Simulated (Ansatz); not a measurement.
# Debugging a many-body input for LiCl (Fm-3m)

A first try at the G0W0 gap of LiCl (Fm-3m), what the program said, and an input that works.

Main program and level: Ansatz 0.2.0; G0W0 on PBE, plane waves, PAW; PAW set soft_1.

## (1) Set-up

Symmetry: Fm-3m, No. 225, cubic system. The conventional cell has a = 5.143 Å, b = 5.143 Å, c = 5.143 Å, α = 90.00°, β = 90.00°, γ = 90.00°. Nearest to Li lie 6 Cl at 2.57 Å. Nearest to Cl lie 6 Li at 2.57 Å. Farther neighbours and most contacts between anions are not listed.

The cell and positions come from the Crystallography Open Database and are kept as given unless a step says otherwise.

## (2) First try

File input.yaml:

```yaml
crystal:
  lattice:
    - [0.0, 2.5715, 2.5715]
    - [2.5715, 0.0, 2.5715]
    - [2.5715, 2.5715, 0.0]
  atoms:
    - { symbol: Li, position: [0.0, 0.0, 0.0] }
    - { symbol: Cl, position: [0.5, 0.5, 0.5] }
kpoints:
  mp_grid: { grid: [4, 4, 4] }
hamiltonian:
  xc: pbe
  pseudopotentials: { kind: paw, azcp: { folder: soft_1 } }
scf:
  occupations: { method: fixed }
gw:
  n_empty_bands: 4
  ecut_chi: 40
  qp_bands: [v2, c2]
  qp_kpoints: band_edges
  screening: { model: contour_deformation }
```

On the command line:

```bash
$ ansatz run input.yaml --threads 24 --pin off --max-ram 82944MiB --backend cuda --events-out ev --progress --plain --runs-dir out --devices 1 --max-vram 78GiB
```

Numbers of over 12 decimals in the logs are rounded to 6 here.

The log of the run:

```text
GPUs: using 1 of 1 available (devices: 1).
Engine: ansatz 0.2.0, aarch64-unknown-linux-gnu
Pseudopotentials: kind: paw
Pseudopotential: Li, paw, valence charge 3, recommended cutoff 420 eV (normal), soft_1/Li.paw.azcp
Pseudopotential: Cl, paw, valence charge 7, recommended cutoff 420 eV (normal), soft_1/Cl.paw.azcp
Functional definition: PBE
  parameter kappa = 0.804
  parameter beta = 0.066725
  exchange = pbe_x(kappa = kappa, mu = beta*pi^2/3)
  correlation = pbe_c(beta = beta)
device memory: the entry about to start is reckoned to put 1.7 GiB on a device that reports 150.2 GiB free (of which the cap on the GPU budget leaves the run 78.0 GiB)
GPU FFT provider: cuFFT
GPU libraries: cuBLAS 13.8.1, cuFFT 12.4.0, cuSOLVER 12.3.2
GPU matrix products: emulated (plane waves: as basis.precision tells), large ones in fixed point in workspaces of 1.00 GiB
Crystal: 2 atoms, lattice volume = 34.009 Å³
Basis set: ecut = 420 eV, 645 PW (Γ)
Bands: 9, of which v1, the nominal top of the filled ones, is band 5 counted from 1 (4 counted from 0)
Symmetry: 48 space group operations
Space group: Fm-3m (ITA 225), of the structure as read, at distance tolerance 3.2e-5 Å
k-points: 8 of 64
Non-local potential: Li, projectors of the file, l = 0: 3, l = 1: 2, l = 2: 1
Non-local potential: Cl, projectors of the file, l = 0: 2, l = 1: 2, l = 2: 1
PAW form: soft (Blöchl's): semilocal exchange-correlation on the pseudo side does not see the compensation charge
PAW one-centre angular grid: Li, 110 points (default); XC on 96 Gauss nodes
PAW one-centre angular grid: Cl, 110 points (default); XC on 64 Gauss nodes
Initial density: superposition of atomic densities (chi_scale 0.1, normalization cell, long waves kept (reshape's long-wave potential 0.00 eV rms))
Initial wavefunctions: pseudopotential atomic-orbital guess
GPU buffer pool allocated for 15625 grid points (all kernels)
GPU transforms: local potential and band sums: pruned to the plane-wave sphere, on 25×25×25
Functional: x = pbe(κ = 0.804, μ = 0.219515), c = pbe(β = 0.066725)
SCF iter   1: F=—  HF=-1287.803090 eV  |F-HF|=—  |Δ(HF+E_count)|=         —  Δρ=2.86e-2  dr2=1.93e-1  ethr=3.10e-3  ⟨swp⟩=5.6  Hψ=490  notcnv=0  defer=8
preconditioner: auto → none  [insulator: Δε(μ)=5.859 eV  Ē_g=13.736 eV  n_scr=8 (ndim 8)  ℏωp=18.0 eV  f_vac=0.000  ε∞_Penn≈2.7]
SCF iter   2: F=—  HF=-1287.819451 eV  |F-HF|=—  |Δ(HF+E_count)|=   1.64e-2  Δρ=1.36e-2  dr2=4.23e-2  ethr=1.93e-3  ⟨swp⟩=2.2  Hψ=162  notcnv=0  defer=8
SCF iter   3: F=—  HF=-1287.829186 eV  |F-HF|=—  |Δ(HF+E_count)|=   9.73e-3  Δρ=2.99e-3  dr2=2.78e-3  ethr=4.23e-4  ⟨swp⟩=2.1  Hψ=120  notcnv=0  defer=10
SCF iter   4: F=—  HF=-1287.828729 eV  |F-HF|=—  |Δ(HF+E_count)|=   4.57e-4  Δρ=4.68e-4  dr2=4.83e-5  ethr=2.78e-5  ⟨swp⟩=2.9  Hψ=124  notcnv=0  defer=13
SCF iter   5: F=—  HF=-1287.828807 eV  |F-HF|=—  |Δ(HF+E_count)|=   7.81e-5  Δρ=6.20e-5  dr2=1.93e-6  ethr=4.83e-7  ⟨swp⟩=2.4  Hψ=129  notcnv=0  defer=12
SCF iter   6: F=-1287.828807 eV  HF=-1287.828807 eV  |F-HF|=6.21e-9  |Δ(HF+E_count)|=   5.31e-7  Δρ=4.06e-6  dr2=3.78e-9  ethr=1.00e-9  ⟨swp⟩=4.2  Hψ=384  notcnv=0
SCF 1 converged in 6 iterations: F = -1287.828807 eV  dr2 = 3.78e-9
[...]
device memory: the entry about to start is reckoned to put 2.6 GiB on a device that reports 150.1 GiB free (of which the cap on the GPU budget leaves the run 78.0 GiB)
NSCF: frozen V_eff on 8 k-points
[...]
device memory: the entry about to start is reckoned to put 1.7 GiB on a device that reports 150.1 GiB free (of which the cap on the GPU budget leaves the run 78.0 GiB)
NSCF: frozen V_eff on 8 k-points
G₀W₀ screening: q 1/8
[... further progress lines ...]
device memory: the entry about to start is reckoned to put 0.3 GiB on a device that reports 150.2 GiB free (of which the cap on the GPU budget leaves the run 78.0 GiB)
NSCF: frozen V_eff on 1 k-points
SCF converged after 6 iterations
Free energy (F): -1287.828807 eV
Harris-Foulkes:  -1287.828807 eV  (|F-HF|=6.21e-9)
Internal energy: -1287.828807 eV  (E = F + TS)
E sigma→0 (E₀):  -1287.828807 eV
Fermi energy:    1.624262 eV
--- Per-component energies (eV) ---
  E_band       = -103.967464
  E_kinetic    = 169.964885
  E_local      = -328.965172  (includes V_loc(G=0)·N_el)
  E_nonlocal   = 11.491830
  E_hartree    = 96.660295
  E_xc         = -117.323505
  E_vxc        = -129.235588  (∫ρ·V_xc dr)
  E_paw        = -683.313273  (= ΣΔE_a)
  E_vpaw       = -20.544836  (= ΣTr[D̂ρ^β])
  E_aug_tail   = 0.000363  (compensation charges beyond the density's cutoff)
  E_ewald      = -436.344230
  E_smearing   = -0.000000  (= −TS)
  E_closure    = 0.000000  (closes the sum)
  Σ components = -1287.828807   (vs F -1287.828807, Δ=0.00e0)
--- Band table (eV; the first three rows and the last of 8) ---
  k-point 0: bands = ["-41.9077", "-11.7452", "1.6243", "1.6243", "1.6243", "7.9089", "13.4081", "13.4081", "13.4081"]
  k-point 1: bands = ["-41.9063", "-11.4819", "0.0605", "1.4916", "1.4916", "8.8074", "12.2225", "12.2225", "12.5161"]
  k-point 2: bands = ["-41.9050", "-11.1863", "-1.1593", "1.3723", "1.3723", "8.3582", "11.0528", "11.0528", "14.5155"]
  k-point 7: bands = ["-41.9042", "-10.9554", "-0.4668", "-0.4668", "0.5768", "11.0778", "11.7029", "11.9838", "11.9838"]
--- G₀W₀: contour deformation, 5 samples at zero and on the imaginary axis and 2 off it, 64 q-points, 4 empty bands' worth ---
  eigenvalues of the whole cell's RPA ε∞ on this k-mesh (on a slab, of 1 + 4πα/V) = 2.7484, 2.7484, 2.7484; static W/v taken at q = 0 is 0.363849
  bands read: the sum over 9 bands ends inside a degenerate multiplet in 2 slots, whose members it reads at an even weight; the widest, k=3: bands 9 to 10 (counted from 1) at 1/2 each
  gw.qp_kpoints: band_edges: 7 of 8 stored k-points solved, in 1 pass; an edge of the gap read off the rows below is read off those points alone
    valence top: of the k-points left out ik 7 came nearest to being solved in a further pass, in band 5 (counted from 1, as in the quasiparticle table): it holds the edge there only if its correction is more favourable than any solved in that band by at least 1.047 eV; those differ by 0.271 eV
    conduction bottom: of the k-points left out ik 7 came nearest to being solved in a further pass, in band 6 (counted from 1, as in the quasiparticle table): it holds the edge there only if its correction is more favourable than any solved in that band by at least 3.169 eV; those differ by 0.471 eV
  `?` marks the rows in doubt; gw_qp.tsv's column doubts and the gw_qp event give each row's grounds
    ik  band        ε_KS         Σx   Σc(E_QP)       V_xc       Z   E_QP_lin       E_QP  E_QP is
     0     4      1.6243   -21.3280     3.3760   -17.0997  0.8226     0.7642     0.7719  root
     0     5      1.6243   -21.3280     3.3760   -17.0997  0.8226     0.7642     0.7719  root
     0     6      7.9089    -6.1497    -2.6181   -10.6023  0.8626     9.7722     9.7434  root
     0     7     13.4081    -4.5034    -1.9811    -9.7879  0.8884    16.8384    16.7114  root ?
     1     4      1.4916   -21.2385     3.3895   -16.9607  0.8217     0.5947     0.6032  root
     1     5      1.4916   -21.2385     3.3895   -16.9607  0.8217     0.5947     0.6032  root
     1     6      8.8074    -5.4611    -2.4976   -10.0294  0.8656    10.9157    10.8780  root
     1     7     12.2225    -3.9985    -2.3600    -9.2507  0.8733    15.2064    15.1147  root
     2     4      1.3723   -21.1907     3.4090   -16.8588  0.8208     0.4402     0.4494  root
     2     5      1.3723   -21.1907     3.4090   -16.8588  0.8208     0.4402     0.4494  root
     2     6      8.3582    -4.5238    -2.3800    -8.9312  0.8708    10.4190    10.3856  root
     2     7     11.0528    -3.9370    -2.3693    -8.9788  0.8731    13.7935    13.7253  root
     3     4      1.0439   -20.7079     3.4192   -16.2901  0.8183     0.0340     0.0452  root
     3     5      1.0439   -20.7079     3.4192   -16.2901  0.8183     0.0340     0.0452  root
     3     6     10.1046    -6.7456    -2.5843   -11.6121  0.8574    12.4394    12.3867  root
[...]
5     7     11.7573    -5.5800    -2.4141   -10.6256  0.8627    14.4668    14.3889  root
     6     4      0.5383   -20.3064     3.4812   -15.7016  0.8138    -0.6005    -0.5853  root
     6     5      0.5383   -20.3064     3.4812   -15.7016  0.8138    -0.6005    -0.5853  root
     6     6      9.4344    -5.0914    -2.4328    -9.7515  0.8671    11.7052    11.6617  root
     6     7      9.8742    -3.9316    -2.1020    -8.3232  0.8793    12.2067    12.1638  root
```

The job ended after 1.1 s (1 × NVIDIA GB200 (shared by 2 runs) with 24 threads of Arm Neoverse V2, shared host; peak memory 1 GiB; 2.9 s of CPU time).

**What went wrong?**

The run ended normally, though the input holds a fault or crude settings.

The fault: four empty bands in G0W0. The sums over empty states are cut off almost at the gap, so screening and correlation are far from complete.

It printed a gap of 8.97 eV, which is an artefact of the settings.

## (3) A better input

G0W0 replaces the xc potential by the self-energy, built once from these orbitals. Only a window of levels is corrected, while the sums run over the empty bands that the input names. This step takes PAW set soft_1 files.

Changes to input.yaml since step 2:

```diff
@@ -9,3 +9,3 @@
 kpoints:
-  mp_grid: { grid: [4, 4, 4] }
+  mp_grid: { grid: [6, 6, 6] }
 hamiltonian:
@@ -16,4 +16,4 @@
 gw:
-  n_empty_bands: 4
-  ecut_chi: 40
+  n_empty_bands: 101
+  ecut_chi: 120
   qp_bands: [v2, c2]
```

The log of the run:

```text
GPUs: using 1 of 1 available (devices: 1).
[...]
GPU FFT provider: cuFFT
GPU libraries: cuBLAS 13.8.1, cuFFT 12.4.0, cuSOLVER 12.3.2
[...]
Crystal: 2 atoms, lattice volume = 34.009 Å³
Basis set: ecut = 420 eV, 645 PW (Γ)
Bands: 9, of which v1, the nominal top of the filled ones, is band 5 counted from 1 (4 counted from 0)
[... 1 set-up line as in the run before ...]
[...]
k-points: 16 of 216
[...]
GPU buffer pool allocated for 15625 grid points (all kernels)
[...]
SCF iter   1: F=—  HF=-1287.810735 eV  |F-HF|=—  |Δ(HF+E_count)|=         —  Δρ=2.86e-2  dr2=1.93e-1  ethr=3.10e-3  ⟨swp⟩=4.6  Hψ=977  notcnv=0  defer=24
[...]
SCF iter   6: F=-1287.835037 eV  HF=-1287.835037 eV  |F-HF|=3.50e-9  |Δ(HF+E_count)|=   1.00e-6  Δρ=6.66e-6  dr2=1.11e-8  ethr=1.00e-9  ⟨swp⟩=4.6  Hψ=827  notcnv=0
SCF 1 converged in 6 iterations: F = -1287.835037 eV  dr2 = 1.11e-8
[...]
0     4      1.6183   -21.2758     2.5147   -17.1004  0.8008    -0.0679    -0.0424  root
     0     5      1.6183   -21.2758     2.5147   -17.1004  0.8008    -0.0679    -0.0424  root
     0     6      7.9053    -6.2149    -3.6249   -10.6043  0.8456     8.6738     8.6698  root
     0     7     13.4050    -4.5248    -4.0463    -9.7905  0.8334    14.6391    14.6244  root
     1     4      1.5501   -21.2283     2.5299   -17.0257  0.8006    -0.1485    -0.1224  root
     1     5      1.5501   -21.2283     2.5299   -17.0257  0.8006    -0.1485    -0.1224  root
     1     6      8.5953    -6.2434    -3.6854   -10.7603  0.8424     9.4317     9.4267  root
     1     7     12.4373    -4.7369    -3.9995    -9.8247  0.8328    13.5370    13.5257  root
[...]
14     4     -0.0878   -19.5250     2.8523   -14.7882  0.7935    -2.0135    -1.9723  root
    14     5      0.8447   -20.5250     2.6679   -16.0801  0.7980    -0.9645    -0.9322  root
    14     6     10.4843    -4.9332    -3.8202    -9.7713  0.8396    11.5106    11.5021  root
    14     7     10.8893    -5.2215    -3.8318   -10.1802  0.8380    12.0268    12.0162  root
[key lines of the parts left out:]
SCF converged after 6 iterations
Free energy (F): -1287.835037 eV
Fermi energy:    1.618253 eV
```

Run time: 2.9 s. Hardware: 1 × NVIDIA GB200 (shared by 2 runs) with 24 threads; peak memory 1.1 GiB.

This step gave:

- bands summed: 106
- RPA ε∞ on this mesh (eigenvalues): 2.751, 2.751, 2.751
- plane waves in the screening matrix: 113
- q-points in the mesh: 216
- G0W0 gap on the mesh: 8.712 eV
- k of the valence top: 0, 0, 0
- k of the conduction bottom: 0, 0, 0
- starting gap on the mesh: 6.287 eV
- Z at the valence top: 0.8008
- Z at the conduction bottom: 0.8456
- least direct G0W0 gap on the computed points: 8.712 eV

The gap on the mesh goes from 6.29 eV to 8.71 eV, a correction of +2.43 eV. Between the two edge states, bare exchange in place of the xc potential would open the gap by 8.56 eV, and correlation takes back 6.14 eV.

## (4) What came out

```json
{
 "first try": "converged after 1.1 s",
 "better run": "G0W0 gap on the mesh 8.71 eV (6×6×6 mesh, 101 empty bands, screening to 120 eV, PAW set soft_1 files)"
}
```

In words: The second run differs in: mesh, empty bands and screening cutoff (eV). Bands and cutoff are finite, so the gap is not at the basis limit. The miss can reach some tenths of an eV and take either sign; the mesh is an error of its own.

[Paths, hosts, dates, memory and timing lines, banners, echoed tables and standing remarks are left out of the program output.]

[Logs are printed without paths, hosts, clocks, repeated set-up lines and the standing remarks that a program may print on its own settings, such as how far it seeks lower states.]

[Runs of the session that timed out or met a known fault of the program may be left out.]

[Cells called generated may have been cut or substituted from an entry of the Crystallography Open Database or the Materials Project.]

[Hosts, paths, dates, database ids (printed as entryN), source tags and the programs' standing remarks are cut or masked in the printed files.]
